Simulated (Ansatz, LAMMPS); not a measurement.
## Atom list for Aqueous K+ and Br-, 1.5 mol of salt per kg of water, relaxed from a frame at 300 K (110 atoms)

The starting structure: 36 H2O, 1 K+, 1 Br- placed at random, at 1.12 g/cm³; overlaps pushed apart, then 10 ps at 420 K with Joung-Cheatham ions (J. Phys. Chem. B 112, 9020 (2008)); SPC/E water (Berendsen, Grigera and Straatsma, J. Phys. Chem. 91, 6269 (1987)). Snapshot after 20 ps at 300 K and fixed volume.

Calculated values (Ansatz 0.2.0, Kohn-Sham DFT, PBE+D4, PAW (set soft_2), plane waves; cutoff 420 eV, Γ point, fixed occupations; density 1.12 g/cm³) for step 2 of a relaxation.

Cell vectors (Å):

```
10.437 0.000 0.000
0.000 10.437 0.000
0.000 0.000 10.437
```

Positions in Å, forces in eV/Å:

```tsv
atom	x	y	z	fx	fy	fz
O1	6.611	7.524	6.261	0.076	-0.078	-0.090
H2	7.071	8.161	6.873	0.073	-0.214	-0.172
H3	6.927	6.598	6.481	-0.312	0.406	0.014
O4	4.037	6.190	0.869	0.029	0.136	-0.046
H5	3.110	6.319	1.214	0.197	0.073	-0.123
H6	4.280	7.023	0.385	-0.225	-0.136	0.188
O7	2.138	10.400	6.727	-0.219	-0.069	0.024
H8	2.474	0.758	7.223	0.137	-0.276	0.020
H9	2.872	9.731	6.749	-0.207	0.373	0.025
O10	2.389	0.246	0.782	0.210	0.017	-0.049
H11	2.215	0.065	1.745	0.080	-0.132	-0.201
H12	3.361	0.275	0.649	-0.464	0.068	0.134
O13	0.705	3.728	7.188	-0.063	-0.462	-0.115
H14	1.251	3.031	7.611	-0.523	0.303	-0.239
H15	10.428	3.270	6.675	0.330	0.218	0.336
O16	5.542	0.772	4.869	-0.058	-0.015	0.256
H17	6.418	1.052	5.221	-0.252	-0.354	-0.409
H18	5.719	10.406	4.307	0.238	0.053	0.194
O19	5.955	5.438	3.161	-0.460	-0.059	-0.023
H20	5.578	4.559	3.405	-0.057	0.478	-0.131
H21	5.189	5.963	2.818	0.354	-0.458	0.165
O22	10.169	9.584	5.726	-0.052	-0.089	0.196
H23	0.613	10.004	5.915	-0.232	-0.054	0.100
H24	9.642	10.196	5.137	0.076	-0.035	0.072
O25	8.705	3.134	5.646	-0.758	0.590	0.691
H26	8.776	3.952	5.088	-0.191	-0.306	0.360
H27	7.995	3.390	6.332	1.065	0.041	-0.962
O28	3.244	1.884	8.345	0.023	0.082	-0.267
H29	2.570	2.178	9.015	0.218	0.023	-0.066
H30	4.022	1.510	8.844	-0.167	0.156	-0.086
O31	8.569	5.840	4.228	-0.265	-0.339	-0.209
H32	7.598	5.992	4.158	0.266	-0.260	-0.210
H33	8.850	5.378	3.396	-0.225	0.229	0.266
O34	3.433	5.785	8.392	0.136	0.004	0.281
H35	3.938	5.068	7.904	-0.325	0.394	0.378
H36	3.724	5.777	9.332	-0.032	-0.096	-0.330
O37	8.019	9.305	7.675	0.241	0.299	-0.115
H38	8.761	9.601	7.084	-0.025	-0.229	0.323
H39	8.061	9.812	8.535	0.008	0.049	-0.191
O40	7.209	5.501	0.527	-0.225	0.027	0.261
H41	6.559	5.272	1.249	0.564	-0.081	-0.382
H42	8.004	4.951	0.717	-0.313	0.149	0.177
O43	8.517	6.854	8.773	-0.236	0.094	0.177
H44	8.290	7.769	8.420	0.314	-0.508	0.366
H45	8.129	6.766	9.671	0.023	0.104	-0.493
O46	7.531	8.142	1.463	-0.336	-0.048	0.111
H47	6.906	8.457	2.176	0.239	-0.310	-0.148
H48	7.185	7.269	1.134	0.386	0.168	0.236
O49	9.857	8.509	2.871	-0.303	-0.377	-0.029
H50	9.580	8.453	3.810	0.046	-0.156	-0.448
H51	9.073	8.205	2.313	0.356	0.421	0.403
O52	8.464	0.695	4.486	-0.114	-0.028	-0.125
H53	8.172	0.769	3.544	0.158	0.142	0.271
H54	8.659	1.611	4.816	-0.195	0.104	-0.098
O55	4.428	8.527	9.752	0.099	0.176	-0.302
H56	4.154	8.496	8.802	0.243	0.129	0.618
H57	4.915	9.369	9.875	-0.187	-0.343	-0.254
O58	3.507	7.424	4.081	-0.232	0.927	1.453
H59	3.351	7.830	5.003	0.506	-0.837	-1.414
H60	3.286	6.463	4.188	-0.120	0.230	0.061
O61	1.614	2.345	3.823	-0.127	0.051	-0.039
H62	0.914	2.749	3.251	0.172	-0.306	0.116
H63	1.502	1.359	3.788	-0.045	0.241	-0.022
O64	1.581	10.025	3.330	0.286	0.072	-0.056
H65	2.210	9.387	3.724	-0.334	0.051	-0.172
H66	0.743	9.520	3.132	0.195	-0.033	-0.068
O67	5.001	3.389	1.030	-0.157	0.504	-0.422
H68	4.653	3.093	1.923	-0.118	0.040	-0.071
H69	4.548	4.243	0.795	0.400	-0.547	0.274
O70	5.334	1.300	9.855	0.331	-0.313	0.210
H71	6.229	0.892	9.972	-0.396	0.108	-0.240
H72	5.299	2.167	10.358	-0.032	-0.186	0.164
O73	4.359	8.993	6.582	0.257	-0.307	-0.106
H74	5.028	8.242	6.566	-0.105	0.450	-0.099
H75	4.793	9.765	6.144	0.032	-0.256	0.129
O76	1.110	2.376	9.918	-0.057	-0.061	0.075
H77	0.619	3.024	0.031	0.212	-0.346	-0.054
H78	1.347	1.612	0.065	0.009	0.210	0.038
O79	2.529	4.958	4.965	-0.942	0.343	-0.005
H80	2.249	4.048	4.700	-0.086	0.462	0.052
H81	1.673	5.474	5.137	0.964	-0.718	0.011
O82	7.659	1.392	1.857	0.019	0.403	0.198
H83	6.805	1.879	1.845	0.445	-0.033	-0.010
H84	8.376	2.093	1.899	-0.451	-0.012	-0.061
O85	4.235	2.692	3.418	0.106	0.034	0.018
H86	4.660	1.974	3.961	-0.090	0.108	-0.039
H87	3.245	2.555	3.440	0.195	-0.059	0.184
O88	4.493	3.991	6.782	-0.006	-0.317	-0.144
H89	4.173	3.141	7.178	-0.200	0.275	-0.052
H90	3.825	4.293	6.114	0.038	-0.120	0.143
O91	7.027	4.918	7.119	-0.058	0.144	0.262
H92	7.245	5.321	7.995	-0.003	-0.211	-0.382
H93	6.065	4.667	7.111	0.241	-0.050	0.041
O94	7.861	10.265	10.170	-0.044	0.033	-0.167
H95	7.959	0.555	0.408	0.069	-0.542	-0.071
H96	7.894	9.415	0.248	-0.259	0.427	0.093
O97	0.130	6.767	5.666	0.081	0.045	0.096
H98	10.435	7.750	5.712	-0.021	-0.332	-0.193
H99	9.761	6.390	5.210	0.332	0.401	0.156
O100	6.021	8.715	3.782	-0.201	-0.018	-0.182
H101	6.493	8.364	4.583	-0.329	-0.201	-0.141
H102	5.149	8.224	3.772	0.361	0.059	0.190
O103	1.475	6.298	1.812	-0.257	0.002	-0.059
H104	0.920	5.483	1.744	0.080	0.464	0.190
H105	0.910	6.998	2.214	0.125	-0.347	-0.138
O106	1.208	8.918	9.048	0.174	0.426	-0.231
H107	1.330	9.555	8.289	0.060	-0.423	0.640
H108	1.661	9.339	9.819	-0.222	-0.086	-0.424
K109	0.766	6.231	8.244	-0.011	0.117	0.124
Br110	9.747	3.794	2.010	0.043	0.039	-0.190
```

The network of contacts between molecules at the start is that of the classical potential that made the cell. The density was typed from a rule of thumb and may lie off the real one at this temperature. Only the Γ point is sampled, in a cell whose shortest periodic width is 10 Å.

The r.m.s. force component is 0.297 eV/Å; the longest force, 1.74 eV/Å, acts on O58. The energy lies 21.0 meV/atom below that of the first step of this run.

[Logs are printed without paths, hosts, clocks, repeated set-up lines and the standing remarks that a program may print on its own settings, such as how far it seeks lower states.]

[Hosts, paths, dates, database ids (printed as entryN), source tags and the programs' standing remarks are cut or masked in the printed files.]
